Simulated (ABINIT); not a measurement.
# BaTiO3 (P4mm): G0W0 with ABINIT, start to end

How does a plane-wave GW calculation on BaTiO3 (P4mm) run from the first input to the gap?

Method: PBE and many-body steps on it, plane waves, in ABINIT 10.8.3.

Most raw output is cut from this account.

**1. The starting structure**

It takes space group P4mm (No. 99, tetragonal). Conventional cell: a = 3.990 Å, b = 3.990 Å, c = 4.023 Å, α = 90.00°, β = 90.00°, γ = 90.00°. Nearest to Ba lie 12 O at 2.80 to 2.87 Å. Ti has 6 O at 1.84 to 2.18 Å nearest. O has 2 Ti at 1.84 to 2.18 Å and 4 Ba at 2.82 Å nearest. Nearest to O lie 2 Ti at 2.00 Å and 4 Ba at 2.80 to 2.87 Å. Farther neighbours and most contacts between anions are not listed.

The cell and positions come from the Crystallography Open Database and are kept as given unless a step says otherwise. Spin-orbit coupling is left out unless a step names it.

**2. Ground state**

This step: ABINIT 10.8.3; DFT, PBE, plane waves, norm-conserving pseudopotentials.

The ground-state density comes first.

run.abi

```
acell 3*1.0 Angstrom
rprim 
  3.990480000000 0.000000000000 0.000000000000
  0.000000000000 3.990480000000 0.000000000000
  0.000000000000 0.000000000000 4.023030000000
ntypat 3
znucl 56 22 8
natom 5
typat 1 2 3 3 3
xred 
  0.000000000000 0.000000000000 0.000000000000
  0.500000000000 0.500000000000 0.522000000000
  0.500000000000 0.500000000000 0.979000000000
  0.500000000000 0.000000000000 0.488000000000
  0.000000000000 0.500000000000 0.488000000000
pp_dirpath "pseudos"
pseudos "Ba.upf, Ti.upf, O.upf"
ecut 38
ngkpt 6 6 6
nshiftk 1
shiftk 0 0 0
kptopt 1
chksymbreak 0
nband 26
occopt 1
tolvrs 1e-10
nstep 60
prtwf 0
optforces 0
optstress 0
indata_prefix "in"
outdata_prefix "out"
tmpdata_prefix "tmp"
```

The run is started by

```
$ OMP_NUM_THREADS=1 mpirun -n 4 abinit run.abi > log
```

Wall time 84 s (4 MPI ranks of Arm Neoverse V1, shared host); peak memory 0.38 GiB.

This step gave:

| Property | Result |
| --- | --- |
| total energy | -3738.4596 eV |
| gap | 1.851 eV |
| k of the valence top | 0.5, 0.5, 0.5 |
| k of the conduction bottom | 0, 0, 0 |
| least direct gap | 2.222 eV |

The gap is indirect, with the least direct gap 0.37 eV higher.

**3. Bands along the symmetry lines**

Levels along a band path, at the cheap level, show where the edges lie and whether the meshes to come will hold them.

run.abi

```
acell 3*1.0 Angstrom
rprim 
  3.990480000000 0.000000000000 0.000000000000
  0.000000000000 3.990480000000 0.000000000000
  0.000000000000 0.000000000000 4.023030000000
ntypat 3
znucl 56 22 8
natom 5
typat 1 2 3 3 3
xred 
  0.000000000000 0.000000000000 0.000000000000
  0.500000000000 0.500000000000 0.522000000000
  0.500000000000 0.500000000000 0.979000000000
  0.500000000000 0.000000000000 0.488000000000
  0.000000000000 0.500000000000 0.488000000000
pp_dirpath "pseudos"
pseudos "Ba.upf, Ti.upf, O.upf"
ecut 38
iscf -2
irdden 1
kptopt 0
nkpt 75
kpt 
  0.00000000 0.00000000 0.00000000
  0.00000000 0.06250000 0.00000000
  0.00000000 0.12500000 0.00000000
  0.00000000 0.18750000 0.00000000
  0.00000000 0.25000000 0.00000000
  0.00000000 0.31250000 0.00000000
  0.00000000 0.37500000 0.00000000
  0.00000000 0.43750000 0.00000000
  0.00000000 0.50000000 0.00000000
  0.06250000 0.50000000 0.00000000
  0.12500000 0.50000000 0.00000000
  0.18750000 0.50000000 0.00000000
  0.25000000 0.50000000 0.00000000
  0.31250000 0.50000000 0.00000000
  0.37500000 0.50000000 0.00000000
  0.43750000 0.50000000 0.00000000
  0.50000000 0.50000000 0.00000000
  0.43750000 0.43750000 0.00000000
  0.37500000 0.37500000 0.00000000
  0.31250000 0.31250000 0.00000000
  0.25000000 0.25000000 0.00000000
  0.18750000 0.18750000 0.00000000
  0.12500000 0.12500000 0.00000000
  0.06250000 0.06250000 0.00000000
  0.00000000 0.00000000 0.00000000
  0.00000000 0.00000000 0.06250000
  0.00000000 0.00000000 0.12500000
  0.00000000 0.00000000 0.18750000
  0.00000000 0.00000000 0.25000000
  0.00000000 0.00000000 0.31250000
  0.00000000 0.00000000 0.37500000
  0.00000000 0.00000000 0.43750000
  0.00000000 0.00000000 0.50000000
  0.00000000 0.06250000 0.50000000
  0.00000000 0.12500000 0.50000000
  0.00000000 0.18750000 0.50000000
  0.00000000 0.25000000 0.50000000
  0.00000000 0.31250000 0.50000000
  0.00000000 0.37500000 0.50000000
  0.00000000 0.43750000 0.50000000
  0.00000000 0.50000000 0.50000000
  0.06250000 0.50000000 0.50000000
  0.12500000 0.50000000 0.50000000
  0.18750000 0.50000000 0.50000000
  0.25000000 0.50000000 0.50000000
  0.31250000 0.50000000 0.50000000
  0.37500000 0.50000000 0.50000000
  0.43750000 0.50000000 0.50000000
  0.50000000 0.50000000 0.50000000
  0.43750000 0.43750000 0.50000000
  0.37500000 0.37500000 0.50000000
  0.31250000 0.31250000 0.50000000
  0.25000000 0.25000000 0.50000000
  0.18750000 0.18750000 0.50000000
  0.12500000 0.12500000 0.50000000
  0.06250000 0.06250000 0.50000000
  0.00000000 0.00000000 0.50000000
  0.00000000 0.50000000 0.00000000
  0.00000000 0.50000000 0.06250000
  0.00000000 0.50000000 0.12500000
  0.00000000 0.50000000 0.18750000
  0.00000000 0.50000000 0.25000000
  0.00000000 0.50000000 0.31250000
  0.00000000 0.50000000 0.37500000
  0.00000000 0.50000000 0.43750000
  0.00000000 0.50000000 0.50000000
  0.50000000 0.50000000 0.00000000
  0.50000000 0.50000000 0.06250000
  0.50000000 0.50000000 0.12500000
  0.50000000 0.50000000 0.18750000
  0.50000000 0.50000000 0.25000000
  0.50000000 0.50000000 0.31250000
  0.50000000 0.50000000 0.37500000
  0.50000000 0.50000000 0.43750000
  0.50000000 0.50000000 0.50000000
istwfk *1
nband 27
nbdbuf 2
tolwfr 1e-08
nstep 40
prtwf 0
prtvol 0
indata_prefix "in"
outdata_prefix "out"
tmpdata_prefix "tmp"
```

The job ended after 99 s (4 MPI ranks; peak memory 0.41 GiB; 6.6 min of CPU time).

Numbers from this step:

```yaml
gap: 1.851 eV
k_of_the_valence_top: 0.5, 0.5, 0.5
k_of_the_conduction_bottom: 0, 0, 0
least_direct_gap: 2.222 eV
```

The gap is 1.851 eV, as in the run before at this level.

The electronic bands at the labelled points (eV, zero at the top of the highest filled band):

| point | band 17 | band 18 | band 19 | band 20 | band 21 | band 22 | band 23 | band 24 |
| --- | --- | --- | --- | --- | --- | --- | --- | --- |
| Γ | -1.18 | -0.45 | -0.37 | -0.37 | 1.85 | 2.22 | 2.22 | 4.12 |
| halfway | -1.52 | -1.26 | -0.81 | -0.67 | 2.27 | 2.80 | 2.85 | 4.27 |
| X | -1.84 | -1.67 | -1.13 | -0.97 | 2.34 | 3.57 | 3.64 | 4.24 |
| halfway | -1.68 | -1.53 | -1.12 | -0.50 | 2.90 | 3.65 | 3.72 | 4.77 |
| M | -1.83 | -1.08 | -1.08 | -0.07 | 3.66 | 3.66 | 4.02 | 4.77 |
| halfway | -1.95 | -1.19 | -0.93 | -0.51 | 2.76 | 2.98 | 3.16 | 4.76 |
| Γ | -1.18 | -0.45 | -0.37 | -0.37 | 1.85 | 2.22 | 2.22 | 4.12 |
| halfway | -1.61 | -1.32 | -0.55 | -0.55 | 1.93 | 2.99 | 2.99 | 4.12 |
| Z | -1.96 | -1.94 | -0.71 | -0.71 | 2.00 | 3.68 | 3.68 | 4.12 |
| halfway | -1.43 | -1.30 | -1.11 | -0.67 | 2.87 | 3.69 | 3.72 | 4.79 |
| R | -1.75 | -0.92 | -0.89 | -0.25 | 3.60 | 3.70 | 4.02 | 4.96 |
| halfway | -2.49 | -0.62 | -0.53 | -0.21 | 3.89 | 3.91 | 4.14 | 6.26 |
| A | -2.42 | -0.18 | -0.18 | 0.00 | 4.25 | 4.26 | 4.26 | 6.47 |
| halfway | -2.17 | -0.89 | -0.72 | -0.66 | 3.36 | 3.80 | 3.84 | 6.00 |
| Z | -1.96 | -1.94 | -0.71 | -0.71 | 2.00 | 3.68 | 3.68 | 4.12 |
| jump to X | -1.84 | -1.67 | -1.13 | -0.97 | 2.34 | 3.57 | 3.64 | 4.24 |
| halfway | -1.48 | -1.41 | -1.22 | -0.64 | 3.05 | 3.59 | 3.75 | 4.82 |
| R | -1.75 | -0.92 | -0.89 | -0.25 | 3.60 | 3.70 | 4.02 | 4.96 |
| jump to M | -1.83 | -1.08 | -1.08 | -0.07 | 3.66 | 3.66 | 4.02 | 4.77 |
| halfway | -2.57 | -0.72 | -0.72 | -0.04 | 3.94 | 3.94 | 4.13 | 6.07 |
| A | -2.42 | -0.18 | -0.18 | 0.00 | 4.25 | 4.26 | 4.26 | 6.47 |

**4. Empty states on the mesh, 4×4×4 mesh, 83 bands**

The sums over transitions need many empty states on a uniform mesh; this step solves for them.

run.abi

```
acell 3*1.0 Angstrom
rprim 
  3.990480000000 0.000000000000 0.000000000000
  0.000000000000 3.990480000000 0.000000000000
  0.000000000000 0.000000000000 4.023030000000
ntypat 3
znucl 56 22 8
natom 5
typat 1 2 3 3 3
xred 
  0.000000000000 0.000000000000 0.000000000000
  0.500000000000 0.500000000000 0.522000000000
  0.500000000000 0.500000000000 0.979000000000
  0.500000000000 0.000000000000 0.488000000000
  0.000000000000 0.500000000000 0.488000000000
pp_dirpath "pseudos"
pseudos "Ba.upf, Ti.upf, O.upf"
ecut 38
ngkpt 4 4 4
nshiftk 1
shiftk 0 0 0
kptopt 1
chksymbreak 0
iscf -2
irdden 1
istwfk *1
nband 83
nbdbuf 6
tolwfr 1e-09
nstep 60
prtvol 0
indata_prefix "in"
outdata_prefix "out"
tmpdata_prefix "tmp"
```

Run time: 63 s. Hardware: 4 MPI ranks; peak memory 0.39 GiB; 4.2 min of CPU time.

Numbers from this step:

```yaml
gap: 1.851 eV
k_of_the_valence_top: 0.5, 0.5, 0.5
k_of_the_conduction_bottom: 0, 0, 0
least_direct_gap: 2.222 eV
k_points_computed: 18
lowest_point_of_the_top_converged_band_above_the_valence_top: 43.55 eV
```

On this mesh the gap is 1.851 eV.

**5. Screening, 4×4×4 mesh, 77 bands, screening to 119.7 eV**

The RPA dielectric matrix is built and inverted for each q.

This step: RPA screening on PBE, plane waves, norm-conserving pseudopotentials.

Edit run.abi of step 4 so:

```diff
@@ -23,10 +23,11 @@
 chksymbreak 0
-iscf -2
-irdden 1
 istwfk *1
-nband 83
-nbdbuf 6
-tolwfr 1e-09
-nstep 60
-prtvol 0
+occopt 1
+irdwfk 1
+optdriver 3
+nband 77
+ecuteps 4.4
+inclvkb 2
+awtr 1
+symchi 1
 indata_prefix "in"
```

The job ended after 97 s (4 MPI ranks; peak memory 1.4 GiB; 6.5 min of CPU time).

Numbers from this step:

| Item | Value |
| --- | --- |
| ε∞ with local fields, on this mesh, along the program's q direction | 5.798 |
| the same without local fields | 6.412 |
| plasma frequency | 29.34 eV |
| plane waves in the screening matrix | 179 |

Local fields lower ε∞ by 10 %. On a Γ-centred mesh this coarse the value itself is usually too large, while a short band sum pulls it down.

**6. Self-energy, 4×4×4 mesh, 77 bands, screening to 119.7 eV**

The self-energy is evaluated for the states that the input lists, and the levels follow from it, in one-shot runs by the linearised quasiparticle equation.

This step: G0W0 on PBE, plane waves, norm-conserving pseudopotentials.

Edit run.abi of step 5 so:

```diff
@@ -26,8 +26,17 @@
 irdwfk 1
-optdriver 3
+optdriver 4
 nband 77
+gwcalctyp 0
+ecutsigx 38
+symsigma 1
+nkptgw 2
+kptgw 
+  0.5000000000 0.5000000000 0.5000000000
+  0.0000000000 0.0000000000 0.0000000000
+bdgw 
+  18 23
+  19 23
 ecuteps 4.4
-inclvkb 2
-awtr 1
-symchi 1
+irdscr 1
+ppmodel 1
 indata_prefix "in"
```

Run time: 12 s. Hardware: 4 MPI ranks; peak memory 1 GiB.

Numbers from this step:

| Quantity | Value |
| --- | --- |
| G0W0 gap on the points computed | 3.435 eV |
| starting gap on the mesh | 1.851 eV |
| k of the valence top | 0.5, 0.5, 0.5 |
| k of the conduction bottom | 0, 0, 0 |
| Z at the valence top | 0.765 |
| Z at the conduction bottom | 0.782 |
| least direct G0W0 gap on the computed points | 3.811 eV |

The gap on the mesh goes from 1.85 eV to 3.43 eV, a correction of +1.58 eV.

Limits: finite bands, cutoff and mesh; no spin-orbit coupling; coarse k mesh. v1 is the top filled band, c1 the lowest empty one. Levels before and after the correction, in eV, zero at the valence-band top of each column:

|  | conduction bottom | valence top |
| --- | --- | --- |
| Kohn-Sham | 1.85 | 0.00 |
| G0W0 | 3.44 | 0.00 |

|  | level | energy (eV) |
| --- | --- | --- |
| Kohn-Sham | (0.5 0.5 0.5) v3-v2 | -0.176 |
| Kohn-Sham | (0.5 0.5 0.5) v1 | 0.000 |
| Kohn-Sham | (0.5 0.5 0.5) c1 | 4.247 |
| Kohn-Sham | (0.5 0.5 0.5) c2-c3 | 4.259 |
| Kohn-Sham | Γ v2-v1 | -0.371 |
| Kohn-Sham | Γ c1 | 1.851 |
| Kohn-Sham | Γ c2-c3 | 2.219 |
| G0W0 | (0.5 0.5 0.5) v3-v2 | -0.206 |
| G0W0 | (0.5 0.5 0.5) v1 | 0.000 |
| G0W0 | (0.5 0.5 0.5) c1 | 6.181 |
| G0W0 | (0.5 0.5 0.5) c2-c3 | 6.233 |
| G0W0 | Γ v2-v1 | -0.376 |
| G0W0 | Γ c1 | 3.435 |
| G0W0 | Γ c2-c3 | 3.821 |

**7. Where the time went**

Times are wall times on 4 MPI ranks of Arm Neoverse V1, shared host, good to a factor of about two.

| step | time | share | memory (GiB) |
| --- | --- | --- | --- |
| ground state | 84 s | 24 % | 0.38 |
| bands along the symmetry lines | 99 s | 28 % | 0.41 |
| empty states on the mesh | 63 s | 18 % | 0.39 |
| screening | 97 s | 27 % | 1.4 |
| self-energy | 12 s | 3 % | 1.0 |

**8. Outcome**

```
PBE gap              : 1.85 eV, indirect
G0W0 gap on the mesh : 3.43 eV
GW settings          : 4×4×4 mesh, 77 bands, screening to 119.7 eV, Godby-Needs plasmon pole
known limits         : not at the basis limit; no spin-orbit coupling; coarse k mesh
```

What this shows: G0W0 moves the gap on the mesh from 1.85 eV to 3.43 eV (+1.58 eV), with Z of 0.77 and 0.78 at the edges. Local fields lower the RPA ε∞ on this mesh from 6.41 to 5.80; a Γ-centred mesh this coarse tends to raise both, most where the direct gap is narrow, while a short band sum lowers them. Only 2 of the mesh's irreducible points were corrected, so a valley elsewhere could overtake. Bands and cutoff are finite, so the gap is not at the basis limit. The miss can reach some tenths of an eV and take either sign; the mesh is an error of its own. In the G0W0 run levels were corrected at 2 k points alone, so a gap called «on the mesh» is the least over those, and an edge elsewhere would be missed. The 4×4×4 mesh is coarse for this cell, which bears on the long-range parts of exchange and screening. The many-body steps are scalar-relativistic: spin-orbit coupling is not in them.

[Paths, hosts, dates, memory and timing lines, banners, echoed tables and standing remarks are left out of the program output.]

[Logs are printed without paths, hosts, clocks, repeated set-up lines and the standing remarks that a program may print on its own settings, such as how far it seeks lower states.]

[Runs of the session that timed out or met a known fault of the program may be left out.]

[Hosts, paths, dates, database ids (printed as entryN), source tags and the programs' standing remarks are cut or masked in the printed files.]

[G0W0 gaps are taken among the corrected bands and points alone; a level outside them can change the order at an edge.]

[Where Ansatz stands beside ABINIT at settings called matched, ABINIT's density can come from a denser mesh and the files from another edition; pairs whose starting gaps differed by over 0.03 eV were left out, so agreement reads better than it is.]
